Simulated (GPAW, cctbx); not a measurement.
## Na2CoHgI6: what bonding does to one electron reflection, worked out

Na2CoHgI6, Fm-3m (no. 225), a = 11.4472 Å, b = 11.4472 Å, c = 11.4472 Å, α = 90.00°, β = 90.00°, γ = 90.00°.

| atom | mult. | x | y | z |
| --- | --- | --- | --- | --- |
| Hg1 | 4 | 1/2 | 0 | 0 |
| I1 | 24 | 0.2321 | 0 | 0 |
| Co1 | 4 | 0 | 0 | 0 |
| Na1 | 8 | 1/4 | 1/4 | 3/4 |

The start was made by putting kin elements into a known structure type; the compound need not exist, or be stable, in this form.

A DFT run (GPAW, PBE, 450 eV, 3×3×3 k-points, Fermi–Dirac width 0.05 eV, spin-polarised) gives the static X-ray structure factor of 020 as 740.027 e for the conventional cell; superposed free atoms give 738.347 e. **Problem.** Find the Fourier component V of the crystal potential and the two-beam extinction distance at 120 kV in both cases.

### 1. Geometry

The cell volume is Ω = 1500.01 Å³ and d(020) = 5.7236 Å, so g = 1/d = 0.1747 Å⁻¹.

### 2. The nuclei

Electrons feel nuclei as well as electrons, so the nuclear charges are summed with the same phases.

Phase sums Σ exp(2πi h·x), turned so that the total is real and positive: Hg +4.000, I +8.201, Co +4.000, Na -8.000. Then F_Z = 80 × (+4.000) + 53 × (+8.201) + 27 × (+4.000) + 11 × (-8.000) = 774.65 e. The electron term has the same sign for this reflection.

### 3. Mott–Bethe

Poisson's equation, term by term, gives V = (e/4πε₀)(F_Z − F)/(πΩg²), with e/4πε₀ = 14.3996 V Å.

The prefactor is 14.3996 × 5.7236²/(π × 1500.01) = 0.10010 V per electron. Free atoms: (774.65 − 738.347) × 0.10010 = 3.634 V. Crystal: (774.65 − 740.027) × 0.10010 = 3.466 V. F changes by +0.23 % and V by -4.6 %: the same 1.68 e is measured against F_Z − F = 36.3 e in place of F = 738.3 e.

### 4. Extinction distance

In the two-beam case ξ = 1/(λU) with U = 2γm₀eV/h², that is ξ = 150.41 V Å²/(γλV).

At 120 kV, λ = 0.03349 Å and γ = 1.2348. Free atoms: ξ = 1001 Å. Crystal: ξ = 1049 Å. The thickness fringes go as sin²(πt/ξ), so the two patterns slip by a quarter of a period when t|1/ξ₁ − 1/ξ₀| = 1/4, at t ≈ 541 nm. Thermal motion, absorption and many-beam coupling, left out here, change a real pattern.

### 5. Answer

V(020) is 3.47 V against 3.63 V, and ξ is 1049 against 1001 Å. Limits: static atoms, two beams; a ferromagnetic start is the only order tried, and the real ground state may be antiferromagnetic or insulating.
